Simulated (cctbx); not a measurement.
# A disordered crystal of nominal La2VGe2

Cell a = 7.5170 Å, b = 7.5170 Å, c = 4.2930 Å, α = 90.00°, β = 90.00°, γ = 90.00°; space group P4/mbm (no. 127); nominal formula La2VGe2.

The data are simulated with cctbx, not measured: synchrotron X-rays, λ = 0.7749 Å, to d = 0.65 Å, 50 % of the full sphere, strongest reflection 40000 counts, noise from counting, a 2 % proportional error and a noise floor of 4 counts (s.d.); no absorption.

With every site full:

```text
Rint 0.022, 279 unique reflections to 0.65 A
cycle     R1     wR2    GooF  max shift (A)
   1  0.1596  0.3486  20.507   0.00066
   2  0.0476  0.1238   7.281   0.00007
final R1 0.0477 wR2 0.1238 GooF 7.281  parameters 10  data/parameter 27.9
atom        x        y        z      Ueq    occ   su(xyz)  su(Uiso or U11)
La1    0.67734  0.17734  0.50000   0.0089  1.000  0.00009  0.0004
Ge1    0.61724  0.88276  0.00000   0.0082  1.000  0.00019  0.0006
V2     0.50000  0.50000  0.00000  -0.0033  1.000  0.00000  0.0007  NPD
difference map: max 9.90 min -1.43 rms 0.75
Q1    0.0000  0.0000  0.0000    2    9.90  0.00 A from V2
Q2    0.1196  0.6196  0.0000    4    2.48  0.03 A from Ge1
Q3    0.2406  0.2594  0.0000    4    1.65  1.51 A from Ge1
Q4    0.0000  0.5000  0.5000    2    1.49  1.89 A from La1
Q5    0.9927  0.1647  0.0000    8    1.44  1.24 A from V2
Q6    0.1855  0.3145  0.5000    4    1.37  0.09 A from La1
```

With the occupancies of the suspect sites free, each still typed as its main element:

```text
Rint 0.022, 279 unique reflections to 0.65 A
cycle     R1     wR2    GooF  max shift (A)
   1  0.0972  0.2284  13.489   0.00079
  12  0.0084  0.0196   1.154   0.00001
final R1 0.0084 wR2 0.0195 GooF 1.152  parameters 12  data/parameter 23.2
atom        x        y        z      Ueq    occ   su(xyz)  su(Uiso or U11)
La1    0.67743  0.17743  0.50000   0.0085  0.937  0.00001  0.0001
Ge1    0.61734  0.88266  0.00000   0.0103  1.000  0.00003  0.0001
V2     0.50000  0.50000  0.00000   0.0075  1.325  0.00000  0.0002
su of occupancy La1: 0.002
su of occupancy V2: 0.005
difference map: max 0.41 min -0.62 rms 0.12
Q1    0.2458  0.2542  0.5000    4    0.43  0.73 A from La1
Q2    0.0000  0.0000  0.2750    4    0.41  1.18 A from V2
Q3    0.0000  0.5000  0.0000    2    0.39  1.25 A from Ge1
Q4    0.0241  0.8328  0.0000    8    0.37  1.27 A from V2
Q5    0.1336  0.2336  0.4269   16    0.36  0.81 A from La1
Q6    0.1561  0.7884  0.3713   16    0.33  1.39 A from La1
```

**Question.** What is the disorder?

X-rays count electrons. La1 refines to 0.937(0.002), or 53.4 electrons; the site truly holds 0.9 La and 0.1 V, 53.6 electrons, which is 0.940 of La; V2 refines to 1.325(0.005), or 30.5 electrons; the site truly holds 0.8 V and 0.2 La, 29.8 electrons, which is 1.296 of V. A value under 1 can't tell vacancies from a lighter guest, and one over 1 needs a heavier guest; chemistry or a second radiation must settle which. Occupancy correlates with U and the scale, and the two elements' form factors differ in shape, so the match is approximate.

Freeing them takes R1 from 0.0477 to 0.0084 and GooF from 7.28 to 1.15.

The model is made up (kin elements in a known structure type, no relaxation), so it says nothing on whether the phase exists.

[Middle refinement cycles are left out of these outputs.]

[Logs are printed without paths, hosts, clocks, repeated set-up lines and the standing remarks that a program may print on its own settings, such as how far it seeks lower states.]
